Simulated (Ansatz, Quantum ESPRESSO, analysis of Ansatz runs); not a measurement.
# A hop of F in Li2SnF6 (P-31m), charge +1 (Quantum ESPRESSO), part 2 of 3

How high is the barrier when F changes place in Li2SnF6 (P-31m)? The case: V_F hop (2.7 Å), charge +1, in a cell of 72 host atoms with 1 F taken out.

Quantum ESPRESSO 7.5; Quantum ESPRESSO plane-wave DFT, PBEsol, GBRV 1.5 PBEsol potentials; nudged elastic band between two relaxed defect structures at fixed charge in a uniform background.

So far: Set-up; Relaxation of the start point, charge +1.

### Step 3. Relaxation of the end point, charge +1

Level of this step: Quantum ESPRESSO plane-wave DFT, PBEsol, GBRV 1.5 PBEsol potentials; relaxation of all atoms of a defect supercell at fixed charge in a uniform background (Quantum ESPRESSO).

The end point is relaxed in the same cell and settings, so that the two energies compare. It starts from Ansatz's end point.

File pw.in:

```
&CONTROL
  calculation = 'relax'
  prefix = 'pwscf'
  outdir = './tmp'
  pseudo_dir = './pseudo'
  tprnfor = .true.
  disk_io = 'low'
  nstep = 70
  forc_conv_thr = 0.00078
  etot_conv_thr = 0.0001
/
&SYSTEM
  ibrav = 0
  nat = 71
  ntyp = 3
  ecutwfc = 40
  ecutrho = 324
  nbnd = 248
  occupations = 'fixed'
  tot_charge = 1
  nosym = .true.
/
&ELECTRONS
  conv_thr = 7d-08
  electron_maxstep = 100
  mixing_beta = 0.5
/
&IONS
  ion_dynamics = 'bfgs'
/
ATOMIC_SPECIES
Li     6.9400 li_pbesol_v1.4.uspp.F.UPF
Sn   118.7100 sn_pbesol_v1.4.uspp.F.UPF
F     18.9984 f_pbesol_v1.4.uspp.F.UPF
CELL_PARAMETERS angstrom
   9.9260037714    0.0000000584    0.0000000000
  -4.9630019362    8.5961713948    0.0000000000
   0.0000000000    0.0000000000    9.1294055886
ATOMIC_POSITIONS crystal
Li     0.3291954799    0.1556210200    0.2596561800
Li     0.1641387598    0.3326802998    0.2504454400
[... 8 atom lines left out ...]
Li     0.1653353498    0.3361896698    0.7465268101
[... 2 atom lines left out ...]
F      0.3446298498    0.3465136499    0.8723082101
[... 13 atom lines left out ...]
Li     0.3169753395    0.6709901397    0.7292059301
[... 4 atom lines left out ...]
F      0.1668048297    0.5066677597    0.8694722801
[... 18 atom lines left out ...]
F      0.5011196398    0.3392835399    0.6249497401
[... 3 atom lines left out ...]
Sn     0.5010870097    0.4702004198    0.0187860600
[... 7 atom lines left out ...]
Li     0.6852979694    0.8550936196    0.7292590401
Sn     0.5010999396    0.5031539898    0.5002290201
F      0.6587887195    0.6655817997    0.6332859701
[... 2 atom lines left out ...]
F      0.6574675296    0.5029765198    0.8722108201
F      0.5011415794    0.8344774296    0.6257719201
F      0.3434734496    0.5079084798    0.6333688001
K_POINTS crystal
1
0.25 0.25 0.25 1.0
```

Launch:

```
$ OMP_NUM_THREADS=1 mpirun -n 16 pw.x -in pw.in > pw.out
```

The program printed:

```text
[shortened: banners, details of potentials and solvers, and blank lines are left out]
[banner, memory and clock lines left out]
     one sub-group per band group will be used
     bravais-lattice index     =            0
     lattice parameter (alat)  =      18.7574  a.u.
     unit-cell volume          =    5256.7655 (a.u.)^3
     number of atoms/cell      =           71
     number of atomic types    =            3
     number of electrons       =       488.00
     number of Kohn-Sham states=          248
     kinetic-energy cutoff     =      40.0000  Ry
     charge density cutoff     =     324.0000  Ry
     scf convergence threshold =      7.0E-08
     mixing beta               =       0.5000
     number of iterations used =            8  plain     mixing
     energy convergence thresh.=      1.0E-04
     force convergence thresh. =      7.8E-04
     Exchange-correlation= SLA  PW   PSX  PSC
     nstep                     =           70
     crystal axes: (cart. coord. in units of alat)
               a(1) = (   1.000000   0.000000   0.000000 )
               a(2) = (  -0.500000   0.866025   0.000000 )
               a(3) = (   0.000000   0.000000   0.919746 )
     PseudoPot. # 1 for Li read from file:
     li_pbesol_v1.4.uspp.F.UPF
     Pseudo is Ultrasoft, Zval =  3.0
     PseudoPot. # 2 for Sn read from file:
     sn_pbesol_v1.4.uspp.F.UPF
     Pseudo is Ultrasoft + core correction, Zval = 14.0
[...]
PseudoPot. # 3 for F  read from file:
     f_pbesol_v1.4.uspp.F.UPF
     Pseudo is Ultrasoft, Zval =  7.0
     atomic species   valence    mass     pseudopotential
     Li                3.00     6.94000     Li( 1.00)
     Sn               14.00   118.71000     Sn( 1.00)
     F                 7.00    18.99840     F ( 1.00)
     No symmetry found
     site n.     atom                  positions (alat units)
         1        Li     tau(   1) = (   0.2513850   0.1347718   0.2388178  )
         2        Li     tau(   2) = (  -0.0022014   0.2881096   0.2303463  )
         3        Sn     tau(   3) = (   0.0005574   0.0018442  -0.0026226  )
         4        F      tau(   4) = (   0.0856693   0.1434303   0.1127678  )
         5        F      tau(   5) = (   0.1684094   0.2960647   0.3410433  )
         6        F      tau(   6) = (   0.3395294  -0.0043495   0.1148680  )
         7        F      tau(   7) = (   0.1654126  -0.0026168   0.3416967  )
         8        F      tau(   8) = (  -0.1667646   0.2938509   0.1131285  )
[...]
number of k points=     1
                       cart. coord. in units 2pi/alat
        k(    1) = (   0.2500000   0.4330127   0.2718141), wk =   2.0000000
     Dense  grid:   517563 G-vectors     FFT dimensions: ( 108, 108, 100)
     Smooth grid:   179625 G-vectors     FFT dimensions: (  75,  75,  72)
     starting charge     473.7867, renormalised to     488.0000
     Self-consistent Calculation
     iteration #  1     ecut=    40.00 Ry     beta= 0.50
     total energy              =   -3786.77702765 Ry
     estimated scf accuracy    <       5.76124583 Ry
     iteration #  2     ecut=    40.00 Ry     beta= 0.50
     total energy              =   -3788.42287683 Ry
     estimated scf accuracy    <       0.52125819 Ry
     iteration #  3     ecut=    40.00 Ry     beta= 0.50
     total energy              =   -3788.50526879 Ry
     estimated scf accuracy    <       0.05327430 Ry
[...]
estimated scf accuracy    <       0.00005400 Ry
     iteration #  8     ecut=    40.00 Ry     beta= 0.50
     total energy              =   -3788.51118660 Ry
     estimated scf accuracy    <       0.00000262 Ry
     iteration #  9     ecut=    40.00 Ry     beta= 0.50
     total energy              =   -3788.51118768 Ry
     estimated scf accuracy    <       0.00000068 Ry
     iteration # 10     ecut=    40.00 Ry     beta= 0.50
     End of self-consistent calculation
          k = 0.2500 0.4330 0.2718 ( 22479 PWs)   bands (ev):
   -38.4642 -38.4607 -38.3094 -38.3015 -38.2906 -38.2898 -38.2840 -38.2788
   -38.2745 -38.2704 -38.2324 -38.2242 -38.2111 -38.2109 -38.1522 -38.1521
   -19.9190 -19.7647 -19.3523 -19.0991 -19.0880 -19.0835 -19.0694 -19.0549
   -19.0138 -19.0089 -18.9994 -18.9782 -18.9655 -18.9583 -18.9445 -18.9316
   -18.9274 -18.9142 -18.9001 -18.7754 -18.7235 -18.7050 -18.6282 -18.5947
   -18.5599 -18.5093 -18.3163 -18.2867 -18.2703 -18.2378 -18.2324 -18.2065
   -18.1963 -18.1748 -18.1529 -18.1219 -18.1126 -18.0938 -18.0867 -18.0814
   -18.0635 -18.0546 -18.0493 -18.0269 -18.0172 -18.0114 -18.0060 -17.2869
[...]
highest occupied, lowest unoccupied level (ev):     1.7021    6.4274
!    total energy              =   -3788.51118783 Ry
     estimated scf accuracy    <       0.00000006 Ry
     The total energy is the sum of the following terms:
     one-electron contribution =   -1775.33533663 Ry
     hartree contribution      =    1156.53030751 Ry
     xc contribution           =    -829.20158049 Ry
     ewald contribution        =   -2340.50457822 Ry
     convergence has been achieved in  10 iterations
     Forces acting on atoms (cartesian axes, Ry/au):
     atom    1 type  1   force =     0.00012153    0.00001011   -0.00004874
     atom    2 type  1   force =    -0.00002231    0.00003686    0.00001751
     atom    3 type  2   force =    -0.00005605   -0.00006246    0.00002562
     atom    4 type  3   force =     0.00048045    0.00077111    0.00082287
     atom    5 type  3   force =    -0.00047377   -0.00087815   -0.00091455
     atom    6 type  3   force =    -0.00101946    0.00002865    0.00085938
     atom    7 type  3   force =     0.00090087    0.00009011   -0.00085274
     atom    8 type  3   force =     0.00042415   -0.00081919    0.00088617
[...]
Total force =     0.009324     Total SCF correction =     0.000212
     BFGS Geometry Optimization
     Energy error            =      8.7E-05 Ry
     Gradient error          =      1.5E-03 Ry/Bohr
     number of scf cycles    =   1
     number of bfgs steps    =   0
     energy             new  =   -3788.5111878331 Ry
     new trust radius        =       0.0022293771 bohr
     new conv_thr            =       0.0000000700 Ry
ATOMIC_POSITIONS (crystal)
Li               0.3292022701        0.1556216421        0.2596533547
Li               0.1641387053        0.3326825691        0.2504464548
Sn               0.0016171992        0.0021256648       -0.0028499150
F                0.1685282381        0.1656665490        0.1226551467
F                0.3392901826        0.3418120014        0.3707484989
F                0.3369647819       -0.0050205563        0.1249408130
F                0.1639526409       -0.0030160326        0.3714624518
F                0.0028877175        0.3392593805        0.1230510058
[...]
Self-consistent Calculation
     iteration #  1     ecut=    40.00 Ry     beta= 0.50
     total energy              =   -3788.51125433 Ry
     estimated scf accuracy    <       0.00001164 Ry
     iteration #  2     ecut=    40.00 Ry     beta= 0.50
     total energy              =   -3788.51125579 Ry
     estimated scf accuracy    <       0.00000067 Ry
     iteration #  3     ecut=    40.00 Ry     beta= 0.50
     total energy              =   -3788.51125593 Ry
     estimated scf accuracy    <       0.00000010 Ry
     iteration #  4     ecut=    40.00 Ry     beta= 0.50
[...]
k = 0.2500 0.4330 0.2718 ( 22479 PWs)   bands (ev):
   -38.4616 -38.4581 -38.3062 -38.2982 -38.2875 -38.2866 -38.2802 -38.2752
   -38.2709 -38.2667 -38.2283 -38.2201 -38.2076 -38.2074 -38.1490 -38.1488
   -19.9133 -19.7619 -19.3485 -19.0973 -19.0859 -19.0817 -19.0677 -19.0527
   -19.0120 -19.0068 -18.9975 -18.9764 -18.9635 -18.9565 -18.9425 -18.9299
   -18.9257 -18.9124 -18.8984 -18.7733 -18.7213 -18.7027 -18.6259 -18.5924
   -18.5577 -18.5070 -18.3151 -18.2856 -18.2689 -18.2364 -18.2311 -18.2053
   -18.1951 -18.1734 -18.1517 -18.1205 -18.1112 -18.0924 -18.0853 -18.0801
   -18.0622 -18.0534 -18.0481 -18.0257 -18.0159 -18.0102 -18.0048 -17.2934
[...]
highest occupied, lowest unoccupied level (ev):     1.7027    6.4138
!    total energy              =   -3788.51125595 Ry
     estimated scf accuracy    <       0.00000002 Ry
[...]
convergence has been achieved in   4 iterations
     Forces acting on atoms (cartesian axes, Ry/au):
     atom    1 type  1   force =     0.00010694    0.00002546   -0.00005217
     atom    2 type  1   force =     0.00000036    0.00004599    0.00000611
     atom    3 type  2   force =    -0.00002939   -0.00004882    0.00004368
     atom    4 type  3   force =     0.00028251    0.00044876    0.00049623
     atom    5 type  3   force =    -0.00024102   -0.00047150   -0.00053117
     atom    6 type  3   force =    -0.00059061    0.00002522    0.00050391
     atom    7 type  3   force =     0.00048556    0.00007114   -0.00050638
     atom    8 type  3   force =     0.00022290   -0.00046037    0.00054663
[...]
Total force =     0.005269     Total SCF correction =     0.000138
[...]
number of scf cycles    =   2
     number of bfgs steps    =   1
     energy             old  =   -3788.5111878331 Ry
     energy             new  =   -3788.5112559471 Ry
     CASE: energy            _new < energy            _old
     new trust radius        =       0.0024523148 bohr
[...]
ATOMIC_POSITIONS (crystal)
Li               0.3292165050        0.1556250506        0.2596467281
Li               0.1641418058        0.3326887615        0.2504472525
Sn               0.0016104081        0.0021190457       -0.0028443937
F                0.1685922142        0.1657277666        0.1227188313
F                0.3392293847        0.3417475517        0.3706802685
F                0.3368967068       -0.0050171447        0.1250055273
F                0.1640149369       -0.0030063892        0.3713974404
F                0.0028826916        0.3391965249        0.1231211230
[...]
Self-consistent Calculation
     iteration #  1     ecut=    40.00 Ry     beta= 0.50
     total energy              =   -3788.51128534 Ry
     estimated scf accuracy    <       0.00001928 Ry
     iteration #  2     ecut=    40.00 Ry     beta= 0.50
     total energy              =   -3788.51128792 Ry
     estimated scf accuracy    <       0.00000106 Ry
     iteration #  3     ecut=    40.00 Ry     beta= 0.50
     total energy              =   -3788.51128816 Ry
     estimated scf accuracy    <       0.00000017 Ry
     iteration #  4     ecut=    40.00 Ry     beta= 0.50
     total energy              =   -3788.51128819 Ry
     estimated scf accuracy    <       0.00000003 Ry
     iteration #  5     ecut=    40.00 Ry     beta= 0.50
     total energy              =   -3788.51128819 Ry
     estimated scf accuracy    <          3.8E-09 Ry
     iteration #  6     ecut=    40.00 Ry     beta= 0.50
     End of self-consistent calculation
          k = 0.2500 0.4330 0.2718 ( 22479 PWs)   bands (ev):
   -38.4575 -38.4540 -38.3019 -38.2940 -38.2834 -38.2825 -38.2760 -38.2712
   -38.2670 -38.2625 -38.2252 -38.2171 -38.2034 -38.2032 -38.1454 -38.1453
   -19.9109 -19.7569 -19.3441 -19.0948 -19.0829 -19.0792 -19.0650 -19.0496
   -19.0093 -19.0040 -18.9946 -18.9737 -18.9608 -18.9537 -18.9399 -18.9272
   -18.9231 -18.9095 -18.8956 -18.7702 -18.7182 -18.6996 -18.6227 -18.5893
   -18.5548 -18.5040 -18.3136 -18.2842 -18.2673 -18.2346 -18.2294 -18.2037
   -18.1934 -18.1716 -18.1500 -18.1186 -18.1093 -18.0906 -18.0836 -18.0783
   -18.0603 -18.0517 -18.0464 -18.0241 -18.0142 -18.0085 -18.0031 -17.3000
[...]
highest occupied, lowest unoccupied level (ev):     1.7036    6.3987
!    total energy              =   -3788.51128819 Ry
     estimated scf accuracy    <          5.7E-10 Ry
     The total energy is the sum of the following terms:
     one-electron contribution =   -1773.35810485 Ry
     hartree contribution      =    1155.52751589 Ry
     xc contribution           =    -829.16763487 Ry
     ewald contribution        =   -2341.51306436 Ry
     convergence has been achieved in   6 iterations
     Forces acting on atoms (cartesian axes, Ry/au):
     atom    1 type  1   force =     0.00006440    0.00002014   -0.00004987
     atom    2 type  1   force =     0.00001436    0.00005823   -0.00000963
     atom    3 type  2   force =    -0.00000212   -0.00000163   -0.00000001
     atom    4 type  3   force =     0.00003413    0.00003023    0.00006974
     atom    5 type  3   force =     0.00003610   -0.00002724   -0.00009789
     atom    6 type  3   force =    -0.00007168    0.00005099    0.00006658
     atom    7 type  3   force =    -0.00001790    0.00006011   -0.00007281
     atom    8 type  3   force =    -0.00004226    0.00000124    0.00009346
[...]
Total force =     0.000901     Total SCF correction =     0.000062
     Energy error            =      3.2E-05 Ry
     Gradient error          =      2.5E-04 Ry/Bohr
     bfgs converged in   3 scf cycles and   2 bfgs steps
     (criteria: energy <  1.0E-04 Ry, force <  7.8E-04 Ry/Bohr)
     End of BFGS Geometry Optimization
     Final energy             =   -3788.5112881923 Ry
Begin final coordinates
ATOMIC_POSITIONS (crystal)
Li               0.3292165050        0.1556250506        0.2596467281
Li               0.1641418058        0.3326887615        0.2504472525
Sn               0.0016104081        0.0021190457       -0.0028443937
F                0.1685922142        0.1657277666        0.1227188313
F                0.3392293847        0.3417475517        0.3706802685
F                0.3368967068       -0.0050171447        0.1250055273
F                0.1640149369       -0.0030063892        0.3713974404
F                0.0028826916        0.3391965249        0.1231211230
[...]
End final coordinates
```

It took 78 s on 16 MPI ranks of Arm Neoverse V2, shared host; peak memory 3.5 GiB.

Hardly anything moved in the relaxation; the energy changed by under 0.2 meV an atom.

Neighbours of F71 at the end:

| atom | distance (Å) |
| --- | --- |
| Li28 | 1.969 |
| Sn65 | 2.002 |
| Li11 | 2.020 |
| F14 | 2.708 |
| F66 | 2.712 |
| F33 | 2.772 |
| F70 | 2.807 |
| F52 | 2.808 |
| F62 | 2.862 |

This step gave:

```yaml
highest_filled_level: 1.704 eV
lowest_empty_level: 6.399 eV
r_m_s_move_of_the_farther_half_of_the_atoms: 0.04750 Å
largest_move_from_the_ideal_geometry_of_this_structure_a_common_shift_of_the_far_atoms_taken_out: 0.3422 Å
```

The relaxation gained 0.001 eV and ended with a largest force component of 0.0064 eV/Å. The end lies within 1 meV of the start.

(Part 2 of 3 ends here.)

[Long decimals in the printed logs are rounded to 6 places.]

[Repeated set-up lines and some long k-point lines are left out of the logs, and relaxed atomic positions are cut to six decimals.]

[Logs are printed without paths, hosts, clocks, repeated set-up lines and the standing remarks that a program may print on its own settings, such as how far it seeks lower states.]

[Hosts, paths, dates, database ids (printed as entryN), source tags and the programs' standing remarks are cut or masked in the printed files.]
